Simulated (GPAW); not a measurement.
# SrAlGeH (P3m1): G0W0 on several meshes in GPAW

How does the mesh move the gap of SrAlGeH (P3m1)?

Program: GPAW 26.7.0. Level of theory: LDA and many-body steps on it, plane waves. Results are calculated unless marked as measured.

## (1) The structure

The structure is trigonal, space group P3m1 (No. 156). The conventional cell has a = 4.266 Å, b = 4.266 Å, c = 4.967 Å, α = 90.00°, β = 90.00°, γ = 120.00°. Nearest to Sr lie 3 H at 2.51 Å. Al has 1 H at 1.75 Å and 3 Ge at 2.52 Å nearest. Ge has 3 Al at 2.52 Å nearest. Nearest to H lie 1 Al at 1.75 Å and 3 Sr at 2.51 Å. Farther neighbours are not listed.

As a file:

```cif
data_structure
_symmetry_space_group_name_H-M 'P 1'
_symmetry_Int_Tables_number 1
_cell_length_a 4.2658
_cell_length_b 4.2658
_cell_length_c 4.9673
_cell_angle_alpha 90.000
_cell_angle_beta 90.000
_cell_angle_gamma 120.000
_cell_volume 78.28
loop_
_atom_site_label
_atom_site_type_symbol
_atom_site_fract_x
_atom_site_fract_y
_atom_site_fract_z
_atom_site_occupancy
Sr1 Sr 0.33333 0.66667 0.00460 1
Al2 Al 0.00000 0.00000 0.45805 1
Ge3 Ge 0.66667 0.33333 0.56130 1
H4 H 0.00000 0.00000 0.10525 1
```

The cell and positions are those that the Materials Project relaxed with its own functionals (PBE, PBE+U or r2SCAN), kept fixed.

## (2) Empty states on the mesh, 3×3×2 mesh, 273 bands

This step: GPAW 26.7.0; DFT, LDA, plane waves, PAW.

The sums over transitions need many empty states on a uniform mesh; this step solves for them.

File run.py:

```python
import json
import numpy as np
from gpaw.mpi import world
from gpaw import GPAW

calc = GPAW('gs.gpw').fixed_density(kpts={'size': (3, 3, 2), 'gamma': True},
    parallel={'domain': 1, 'band': 1},
    txt='nscf.txt')
calc.diagonalize_full_hamiltonian(nbands=273)
calc.write('full.gpw', mode='all')
res = {}
kpts = calc.get_ibz_k_points()
res['kpts'] = kpts
res['eigenvalues'] = [calc.get_eigenvalues(kpt=k) for k in range(len(kpts))]
res['n_electrons'] = calc.get_number_of_electrons()

if world.rank == 0:
    with open('result.json', 'w') as f:
        json.dump(res, f, default=lambda x: x.tolist())
```

Started as:

```bash
$ mpirun -n 4 gpaw python run.py
```

Numbers of over 12 decimals in the logs are rounded to 6 here.

The program printed:

```text
Diagonalizing LCAO Hamiltonian
Converting LCAO to pw mode
convergence criteria:
- Maximum integral of absolute [eigenst]ate change: 4e-08 eV^2 / valence electron
maximum number of iterations: 100

SCF iterations
|iter     |     time |      energy | eigst |  dens |
|iter:   1|  |             | +1.05 |       |
|iter:   2|  |             | +0.18 |       |
|iter:   3|  |             | -0.30 |       |
[...]
|iter:  26|  |             | -7.13 |       |
|iter:  27|  |             | -7.38 |       |
|iter:  28|  |             | -7.55c|       |
SCF steps: 28
  __  _  _
 | _ |_)|_||  |
 |__||  | ||/\| - 26.7.0

Input parameters:
  mode=PW(ecut=600.0),
  convergence={'density': 1e-06, 'bands': -3},
  gpts=array([25, 25, 30]),
  kpts=MonkhorstPack(size=(3, 3, 2), gamma=True),
  maxiter=100,
  nbands=17,
  occupations=Occupations(name='fermi-dirac', width=0.001, fixmagmom=False),
  parallel={'domain': 1, 'band': 1},
  xc=XC(name='LDA')
Matrix size: 2653x2653
# Writing to full.gpw (mode='all')
  [... matrices ...]

timing:  # [seconds]
  Total: 49.167  # ━━━━━━━━━━━━━━━━━━━━━━━━━━━━━━━━━━━━━━━━━━━━━━━━━━━━━━━━━━
```

Elapsed: 58 s, on 4 MPI ranks of Arm Neoverse V1, shared host; peak memory 2.4 GiB.

Numbers from this step:

* gap: 1.011 eV
* k of the valence top: 0, 0, 0.5
* k of the conduction bottom: 0.3333, 0, 0
* least direct gap: 1.360 eV
* k points computed: 6
* lowest point of the top converged band, above the valence top: 116.5699 eV

On this mesh the gap is 1.011 eV.

## (3) 3×3×2

Now the one-shot GW correction: screening in the RPA, then the self-energy of the levels asked for.

This step: G0W0 on LDA, plane waves, PAW.

File run.py:

```python
import json
import numpy as np
from gpaw.mpi import world
from gpaw.response.g0w0 import G0W0

gw = G0W0('full.gpw',
    filename='gw',
    kpts=[0, 1, 2],
    bands=(7, 11),
    ecut=39,
    nbands=43,
    integrate_gamma='WS',
    ppa=True)
gw.calculate()
res = {mode: {k: v for k, v in r.items() if k != 'sigma_eskwn'}
       for mode, r in gw.all_results.items()}

if world.rank == 0:
    with open('result.json', 'w') as f:
        json.dump(res, f, default=lambda x: x.tolist())
```

Started as:

```bash
$ mpirun -n 4 gpaw python run.py
```

The program printed:

```text
Using integrator: PointIntegrator
FrequencyGridDescriptor(from 0.000+0.000j to 0.000+27.211j eV, 2 points)
Nonperiodic BCs:  [False False False]
Using integrator: PointIntegrator
FrequencyGridDescriptor(from 0.000+0.000j to 0.000+27.211j eV, 2 points)
Nonperiodic BCs:  [False False False]
  ___  _ _ _
 |   || | | |
 | | || | | |
 |__ ||_____|
 |___|

BZ k-points: Symmetries present (total): 6

  [... matrices ...]
18 k-points: 3 x 3 x 2 Monkhorst-Pack grid + [0.000000,0.000000,1/4]
6 k-points in the irreducible part of the Brillouin zone
       k-points in crystal coordinates                weights
   0:     0.00000000    0.00000000    0.00000000          1/18
   1:     0.00000000    0.00000000    0.50000000          1/18
   2:     0.33333333    0.00000000    0.00000000          6/18
   3:     0.33333333    0.00000000    0.50000000          6/18
   4:     0.33333333    0.33333333    0.00000000          2/18
   5:     0.33333333    0.33333333    0.50000000          2/18

Distributing spins, k-points and bands (1 x 3 x 4) over 4 processes
Number of blocks: 1

Quasi particle states:
k-points (IBZ indices): [0, 1, 2]
Band range: (7, 11)
  [... matrices ...]
Computational parameters:
Plane wave cut-off: 39 eV
Number of bands: 43
Coulomb cutoff: None
Broadening: 0.1 eV

fxc modes: GW
Kernel: RPA
Using Godby-Needs plasmon-pole approximation:
  Fitting energy: i*E0, E0 = 1.000 Hartree
Summing all q:

Calculating screened Coulomb potential
No Coulomb truncation
FrequencyGridDescriptor(from 0.000+0.000j to 0.000+27.211j eV, 2 points)
Removing empty qpoint cache files...

Calculating chi0 body with:
    Ground state adapter containing:
    Number of spins: 1
    Number of kpoints: 18
    Number of irreducible kpoints: 6
    Number of completely occupied states: 9
    Number of partially occupied states: 9
    Occupied states memory: 2.574921 M / cpu

    Linear response parametrization:
    q_c: [0.0, 0.0, 0.0]
    Number of frequency points: 2
    Planewave cutoff: 39.0
    Number of bands: 43
    Number of planewaves: 41
    Broadening (eta): 1e-06
    comm.size: 4
    kncomm.size: 4
    blockcomm.size: 1

    Memory estimate of potentially large arrays:
        chi0_wGG: 0.051300 M / cpu
Integrating chi0 body.

Symmetries of q_c:
    Direct symmetries (Uq -> q): 6
    Indirect symmetries (TUq -> q): 6
In total 12 allowed symmetries.

  [... matrices ...]
6 groups of equivalent kpoints. 66.666667% reduction.

Integral kind: response function
Integrating chi0 head and wings.

Symmetries of q_c:
    Direct symmetries (Uq -> q): 6
    Indirect symmetries (TUq -> q): 6
In total 12 allowed symmetries.

  [... matrices ...]
6 groups of equivalent kpoints. 66.666667% reduction.

Integral kind: response function wings

Calculating chi0 body with:
    Ground state adapter containing:
    Number of spins: 1
    Number of kpoints: 18
    Number of irreducible kpoints: 6
    Number of completely occupied states: 9
    Number of partially occupied states: 9
    Occupied states memory: 2.574921 M / cpu

[... the further q-points ...]

Results:
f:      Occupation numbers
eps:     KS-eigenvalues [eV]
vxc:     KS vxc [eV]
exx:     Exact exchange [eV]
sigma:   Self-energies [eV]
dsigma:  Self-energy derivatives
Z:       Renormalization factors
qp:      QP-energies [eV]

k-point 0 (0): (0.000, 0.000, 0.000)                GW
band       f     eps     vxc     exx   sigma  dsigma       Z      qp
                                                                   GW
   7   1.000   4.710 -12.355 -13.599   1.658  -0.276   0.783   5.034
   8   1.000   4.710 -12.355 -13.599   1.658  -0.276   0.783   5.034
   9   0.000   6.538 -12.143  -7.671  -3.375  -0.272   0.786   7.400
  10   0.000   8.419 -11.311  -6.574  -3.681  -0.275   0.784   9.246

k-point 1 (1): (0.000, 0.000, 0.500)                GW
band       f     eps     vxc     exx   sigma  dsigma       Z      qp
                                                                   GW
   7   1.000   5.119 -12.798 -14.069   1.719  -0.274   0.785   5.471
   8   1.000   5.294 -11.680 -12.768   1.429  -0.271   0.787   5.562
[...]
k-point 2 (2): (0.333, 0.000, 0.000)                GW
band       f     eps     vxc     exx   sigma  dsigma       Z      qp
                                                                   GW
[...]
8   1.000   4.393 -11.160 -12.214   1.383  -0.280   0.781   4.649
   9   0.000   6.305 -10.843  -6.656  -3.322  -0.267   0.790   6.988
  10   0.000   7.534 -11.013  -6.564  -3.503  -0.260   0.794   8.285
```

Run time: 11 s. Hardware: 4 MPI ranks; peak memory 1.3 GiB; 40 s of CPU time.

This step gave:

```
G0W0 gap on the points computed              : 1.426 eV
least direct G0W0 gap on the computed points : 2.132 eV
Z at the valence top                         : 0.7871
Z at the conduction bottom                   : 0.7895
starting gap on the mesh                     : 1.011 eV
k of the valence top                         : 0, 0, 0.5
k of the conduction bottom                   : 0.3333, 0, 0
```

The gap on the mesh goes from 1.01 eV to 1.43 eV, a correction of +0.41 eV.

## (4) Empty states on the mesh, 3×3×4 mesh, 53 bands

This step: DFT, LDA, plane waves, PAW.

File run.py:

```python
import json
import numpy as np
from gpaw.mpi import world
from gpaw import GPAW

calc = GPAW('gs.gpw').fixed_density(kpts={'size': (3, 3, 4), 'gamma': True},
    nbands=61,
    convergence={'bands': 53},
    txt='nscf.txt')
calc.write('full.gpw', mode='all')
res = {}
kpts = calc.get_ibz_k_points()
res['kpts'] = kpts
res['eigenvalues'] = [calc.get_eigenvalues(kpt=k) for k in range(len(kpts))]
res['n_electrons'] = calc.get_number_of_electrons()

if world.rank == 0:
    with open('result.json', 'w') as f:
        json.dump(res, f, default=lambda x: x.tolist())
```

Started as:

```bash
$ mpirun -n 4 gpaw python run.py
```

The program printed:

```text
Diagonalizing LCAO Hamiltonian
Converting LCAO to pw mode
convergence criteria:
- Maximum integral of absolute [eigenst]ate change: 4e-08 eV^2 / valence electron
maximum number of iterations: 100

SCF iterations
|iter     |     time |      energy | eigst |  dens |
|iter:   1|  |             | +3.96 |       |
|iter:   2|  |             | +2.56 |       |
|iter:   3|  |             | +1.35 |       |
[...]
|iter:  10|  |             | -6.28 |       |
|iter:  11|  |             | -6.99 |       |
|iter:  12|  |             | -7.71c|       |
SCF steps: 12
  __  _  _
 | _ |_)|_||  |
 |__||  | ||/\| - 26.7.0

Input parameters:
  mode=PW(ecut=600.0),
  convergence={'bands': 53},
  gpts=array([25, 25, 30]),
  kpts=MonkhorstPack(size=(3, 3, 4), gamma=True),
  maxiter=100,
  nbands=61,
  occupations=Occupations(name='fermi-dirac', width=0.001, fixmagmom=False),
  parallel={},
  xc=XC(name='LDA')
# Writing to full.gpw (mode='all')
  [... matrices ...]

timing:  # [seconds]
  Total: 0.167  # ━━━━━━━━━━━━━━━━━━━━━━━━━━━━━━━━━━━━━━━━━━━━━━━━━━━━━━━━━━━
```

Wall time 57 s (4 MPI ranks); peak memory 0.71 GiB; 90 s of CPU time.

This step gave:

| Property | Result |
| --- | --- |
| gap | 0.8860 eV |
| k of the valence top | 0, 0, 0.5 |
| k of the conduction bottom | 0.3333, 0, -0.25 |
| least direct gap | 1.360 eV |
| k points computed | 10 |
| lowest point of the top converged band, above the valence top | 31.05 eV |

On this mesh the gap is 0.886 eV.

## (5) 3×3×4

This step: G0W0 on LDA, plane waves, PAW.

File run.py:

```python
import json
import numpy as np
from gpaw.mpi import world
from gpaw.response.g0w0 import G0W0

gw = G0W0('full.gpw',
    filename='gw',
    kpts=[0, 2, 3],
    bands=(7, 11),
    ecut=39,
    nbands=43,
    integrate_gamma='WS',
    ppa=True)
gw.calculate()
res = {mode: {k: v for k, v in r.items() if k != 'sigma_eskwn'}
       for mode, r in gw.all_results.items()}

if world.rank == 0:
    with open('result.json', 'w') as f:
        json.dump(res, f, default=lambda x: x.tolist())
```

Started as:

```bash
$ mpirun -n 4 gpaw python run.py
```

The program printed:

```text
Using integrator: PointIntegrator
FrequencyGridDescriptor(from 0.000+0.000j to 0.000+27.211j eV, 2 points)
Nonperiodic BCs:  [False False False]
Using integrator: PointIntegrator
FrequencyGridDescriptor(from 0.000+0.000j to 0.000+27.211j eV, 2 points)
Nonperiodic BCs:  [False False False]
  ___  _ _ _
 |   || | | |
 | | || | | |
 |__ ||_____|
 |___|

BZ k-points: Symmetries present (total): 6

  [... matrices ...]
36 k-points: 3 x 3 x 4 Monkhorst-Pack grid + [0.000000,0.000000,1/8]
10 k-points in the irreducible part of the Brillouin zone
       k-points in crystal coordinates                weights
   0:     0.00000000    0.00000000    0.00000000          1/36
   1:     0.00000000    0.00000000    0.25000000          2/36
   2:     0.00000000    0.00000000    0.50000000          1/36
[...]
8:     0.33333333    0.33333333    0.25000000          4/36
   9:     0.33333333    0.33333333    0.50000000          2/36

Distributing spins, k-points and bands (1 x 3 x 4) over 4 processes
Number of blocks: 1

Quasi particle states:
k-points (IBZ indices): [0, 2, 3]
Band range: (7, 11)
  [... matrices ...]
Computational parameters:
Plane wave cut-off: 39 eV
Number of bands: 43
Coulomb cutoff: None
Broadening: 0.1 eV

fxc modes: GW
Kernel: RPA
Using Godby-Needs plasmon-pole approximation:
  Fitting energy: i*E0, E0 = 1.000 Hartree
Summing all q:

Calculating screened Coulomb potential
No Coulomb truncation
FrequencyGridDescriptor(from 0.000+0.000j to 0.000+27.211j eV, 2 points)
Removing empty qpoint cache files...

Calculating chi0 body with:
    Ground state adapter containing:
    Number of spins: 1
    Number of kpoints: 36
    Number of irreducible kpoints: 10
    Number of completely occupied states: 9
    Number of partially occupied states: 9
[...]
Memory estimate of potentially large arrays:
        chi0_wGG: 0.051300 M / cpu
Integrating chi0 body.

Symmetries of q_c:
    Direct symmetries (Uq -> q): 6
    Indirect symmetries (TUq -> q): 6
In total 12 allowed symmetries.

  [... matrices ...]
10 groups of equivalent kpoints. 72.222222% reduction.

Integral kind: response function
Integrating chi0 head and wings.

Symmetries of q_c:
    Direct symmetries (Uq -> q): 6
    Indirect symmetries (TUq -> q): 6
In total 12 allowed symmetries.

  [... matrices ...]
10 groups of equivalent kpoints. 72.222222% reduction.

Integral kind: response function wings

Calculating chi0 body with:
    Ground state adapter containing:
    Number of spins: 1
    Number of kpoints: 36
    Number of irreducible kpoints: 10
    Number of completely occupied states: 9
    Number of partially occupied states: 9
    Occupied states memory: 2.574921 M / cpu

[... the further q-points ...]

Results:
f:      Occupation numbers
eps:     KS-eigenvalues [eV]
vxc:     KS vxc [eV]
exx:     Exact exchange [eV]
sigma:   Self-energies [eV]
dsigma:  Self-energy derivatives
Z:       Renormalization factors
qp:      QP-energies [eV]

k-point 0 (0): (0.000, 0.000, 0.000)                GW
band       f     eps     vxc     exx   sigma  dsigma       Z      qp
                                                                   GW
   7   1.000   4.710 -12.355 -13.613   1.667  -0.277   0.783   5.030
   8   1.000   4.710 -12.355 -13.613   1.667  -0.277   0.783   5.030
   9   0.000   6.538 -12.143  -7.719  -3.322  -0.271   0.787   7.405
[...]
k-point 1 (2): (0.000, 0.000, 0.500)                GW
band       f     eps     vxc     exx   sigma  dsigma       Z      qp
                                                                   GW
[...]
k-point 2 (3): (0.333, 0.000, -0.250)                GW
band       f     eps     vxc     exx   sigma  dsigma       Z      qp
                                                                   GW
[...]
9   0.000   6.180 -10.737  -6.574  -3.277  -0.264   0.791   6.881
  10   0.000   7.530 -11.154  -6.606  -3.528  -0.260   0.793   8.340
```

Wall time 27 s (4 MPI ranks); peak memory 1.2 GiB.

This step gave:

```yaml
g0w0_gap_on_the_points_computed: 1.333 eV
least_direct_g0w0_gap_on_the_computed_points: 2.115 eV
z_at_the_valence_top: 0.7877
z_at_the_conduction_bottom: 0.7913
starting_gap_on_the_mesh: 0.8860 eV
k_of_the_valence_top: 0, 0, 0.5
k_of_the_conduction_bottom: 0.3333, 0, -0.25
```

Against G0W0 in GPAW (3×3×2 mesh, 43 bands, screening to 39 eV, Godby-Needs plasmon pole), the gap moves by −0.092 eV.

## (6) Side by side

Times are wall times on 4 MPI ranks of Arm Neoverse V1, shared host. The host was busy with other work, so they are no guide to cost.

```csv
run,mesh,bands,screening cutoff (eV),DFT gap (eV),gap on the mesh (eV),direct (eV),time
3×3×2,3×3×2,43,39,1.011,1.426,2.132,11 s
3×3×4,3×3×4,43,39,0.886,1.333,2.115,27 s
```

## (7) Results

```
3×3×2        : 1.426 eV
3×3×4        : 1.333 eV
known limits : not at the basis limit; no spin-orbit coupling; coarse k mesh
```

In words: 3×3×4: −0.092 eV against 3×3×2, −0.125 eV of it in the start. Bands and cutoff are finite, so the gap is not at the basis limit. The miss can reach some tenths of an eV and take either sign; the mesh is an error of its own. These stock PAW sets were not made for GW; the filled d or f shell of Ge lies in the frozen core, which bears on start and correction. In the G0W0 runs levels were corrected at 3 k points alone, so a gap called «on the mesh» is the least over those, and an edge elsewhere would be missed. A denser mesh or path gives a starting gap of 0.63 eV: the GW mesh misses a band edge, so its gaps are not the fundamental one. The 3×3×2 mesh is coarse for this cell, which bears on the long-range parts of exchange and screening. Mesh or cutoff lie under what a gap needs, so these runs test behaviour and cost; their gaps are not to be quoted. The many-body steps are scalar-relativistic: spin-orbit coupling is not in them.

[Paths, hosts, dates, memory and timing lines, banners, echoed tables and standing remarks are left out of the program output.]

[Logs are printed without paths, hosts, clocks, repeated set-up lines and the standing remarks that a program may print on its own settings, such as how far it seeks lower states.]

[Runs of the session that timed out or met a known fault of the program may be left out.]

[Hosts, paths, dates, database ids (printed as entryN), source tags and the programs' standing remarks are cut or masked in the printed files.]
